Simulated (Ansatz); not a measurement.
An input for Ansatz 0.2.0 (TiO2 (I4/m)):

```yaml
crystal:
  lattice:
    - [-4.3507577183, 4.3507577183, 1.8875555959]
    - [4.3507577183, -4.3507577183, 1.8875555959]
    - [4.3507577183, 4.3507577183, -1.8875555959]
  atoms:
    - { symbol: Ti, position: [0.2922817, 0.00285525, 0.29513695] }
    - { symbol: Ti, position: [0.00285525, 0.7077183, 0.71057354] }
    - { symbol: Ti, position: [0.99714475, 0.2922817, 0.28942646] }
    - { symbol: Ti, position: [0.7077183, 0.99714475, 0.70486305] }
    - { symbol: O, position: [0.49886382, 0.15078472, 0.64964854] }
    - { symbol: O, position: [0.16166201, 0.8403974, 0.00205942] }
    - { symbol: O, position: [0.15078471, 0.50113618, 0.65192089] }
    - { symbol: O, position: [0.15960259, 0.16166201, 0.32126461] }
    - { symbol: O, position: [0.8403974, 0.83833799, 0.67873539] }
    - { symbol: O, position: [0.84921528, 0.49886382, 0.34807911] }
    - { symbol: O, position: [0.83833799, 0.15960259, 0.99794058] }
    - { symbol: O, position: [0.50113618, 0.84921529, 0.35035146] }
kpoints:
  mp_grid: { grid: [4, 4, 4] }
  band_path:
    path:
      - [0.0, 0.0, 0.0]
      - [-0.5, 0.5, 0.0]
      - [-0.5, 0.5, 0.5]
      - [-0.29705543, -0.29705543, 0.29705543]
      - [-0.70294457, 0.29705543, 0.70294457]
      - [-0.75, 0.25, 0.25]
      - [-0.5, 0.0, 0.5]
    npoints: 1
hamiltonian:
  xc: pbe0
  pseudopotentials: { kind: paw, azcp: { folder: soft_1 } }
scf:
  occupations: { method: fixed }
  n_extra_bands: 8
output:
  eigenvalues: true
```

```sh
ansatz run input.yaml --threads 3 --pin off --max-ram 92160MiB --backend cuda --events-out ev --progress --plain --runs-dir out --devices 1 --max-vram 13GiB
```

Question: Estimate wall time and host memory on 1 × NVIDIA H100 80GB HBM3 (shared by 6 runs) with 3 threads of AMD EPYC 7R13 (Zen 3), shared host.

It took 47 s; on shared hardware allow 23 s to 94 s. Peak host memory was 1.8 GiB. The sizes that set the cost: 2795 plane waves a state, 14 irreducible k points and 22 SCF cycles.

Exact exchange couples every pair of k points and filled bands, so it costs far more than a semilocal run.

[Paths, hosts, dates, memory and timing lines, banners, echoed tables and standing remarks are left out of the program output.]

[Logs are printed without paths, hosts, clocks, repeated set-up lines and the standing remarks that a program may print on its own settings, such as how far it seeks lower states.]

[Runs of the session that timed out or met a known fault of the program may be left out.]

[Cells called generated may have been cut or substituted from an entry of the Crystallography Open Database or the Materials Project.]

[Hosts, paths, dates, database ids (printed as entryN), source tags and the programs' standing remarks are cut or masked in the printed files.]
